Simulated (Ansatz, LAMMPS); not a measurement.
# Static equation of state of 69In2O3-31Ga2O3 (mol %) with crystalline order left by the classical run (80 atoms)

Density of this cell: 6.31 g/cm³. The cell holds 80 atoms: 22 In, 10 Ga and 48 O. Cell: a = 10.214 Å, b = 9.755 Å, c = 10.546 Å, α = 90.0°, β = 89.8°, γ = 90.2°. The starting structure: 80 atoms (22 Sc, 10 Fe, 48 O) placed at random at 3.87 g/cm³, melted at 5000 K for 10 ps at fixed volume with the Morse and Coulomb pair potential with partial charges (Pedone, Malavasi, Menziani, Cormack and Segre, J. Phys. Chem. B 110, 11780 (2006)). Quenched from 5000 K to 300 K at 20 K/ps and fixed volume, held 10 ps at zero pressure, then minimised at fixed cell. Then Sc was replaced by In, Fe was replaced by Ga and the cell scaled by 1.027 (the potential has no terms for the new elements, so the cell is a start for a DFT relaxation).

Calculated with Ansatz 0.2.0: Kohn-Sham DFT, PBE, PAW (set soft_2), plane waves; cutoff 420 eV, Γ point, gaussian smearing of 0.025 eV. Cell and atoms were relaxed first, to V0 = 13.134 Å³ an atom at a residual P0 = 0.004 GPa. The cell was then scaled evenly, and the atoms were relaxed at each volume.

| volume (Å³/atom) | pressure (GPa) |
| --- | --- |
| 11.821 | 14.97 |
| 12.346 | ? |
| 12.740 | 3.665 |
| 13.528 | -3.131 |
| 13.922 | -5.650 |

Task: Fit the third-order Birch–Murnaghan equation to the rows given and interpolate to the withheld row.

Worked fit:

Take the Eulerian strain f = ½[(V0/V)^(2/3) − 1] and the normalised pressure F = (P − P0) / [3f(1 + 2f)^(5/2)]. The third-order Birch–Murnaghan equation is then the line F = B0 + (3/2)B0(B′ − 4) f, so u = f and v = F.

| u = f | v = F (GPa) |
| --- | --- |
| 0.0363830 | 115.025 |
| 0.0102569 | 113.097 |
| -0.00975634 | 112.511 |
| -0.0190506 | 109.014 |

With n = 4: mean u = 0.00445823, mean v = 112.412, Σ(u − ū)² = 0.0018075, Σ(u − ū)(v − v̄) = 0.16588. Slope b = 0.16588 / 0.0018075 = 91.771; intercept a = v̄ − b ū = 112.00.

So B0 = a = 112 GPa and B′ = 4 + 2b/(3a) = 4.55. At the withheld volume f = 0.02106, F = a + b f = 113.9 GPa, and P = P0 + 3f(1 + 2f)^(5/2) F.

Prediction at 12.346: 7.983 GPa. The run gave 8.212 GPa, so the fit is low by 0.23 GPa (2.8 % of the value).

Among the rows given, the largest miss of the fit is at 13.922, by 0.064 GPa (0.31 % of the range of the table).

Limits: Static cells at zero temperature; the cell shape is held. The program notes that the SCF threshold of these relaxations is loose for the stress. The quench rate of 20 K/ps is many orders above laboratory rates, so the cell is likely richer in defects and strain than a real sample. The network of bonds at the start is that of the classical potential that made the cell, and needn't be the one that DFT or experiment would give. Only the Γ point is sampled, in a cell whose shortest periodic width is 10 Å.

[Hosts, paths, dates, database ids (printed as entryN), source tags and the programs' standing remarks are cut or masked in the printed files.]
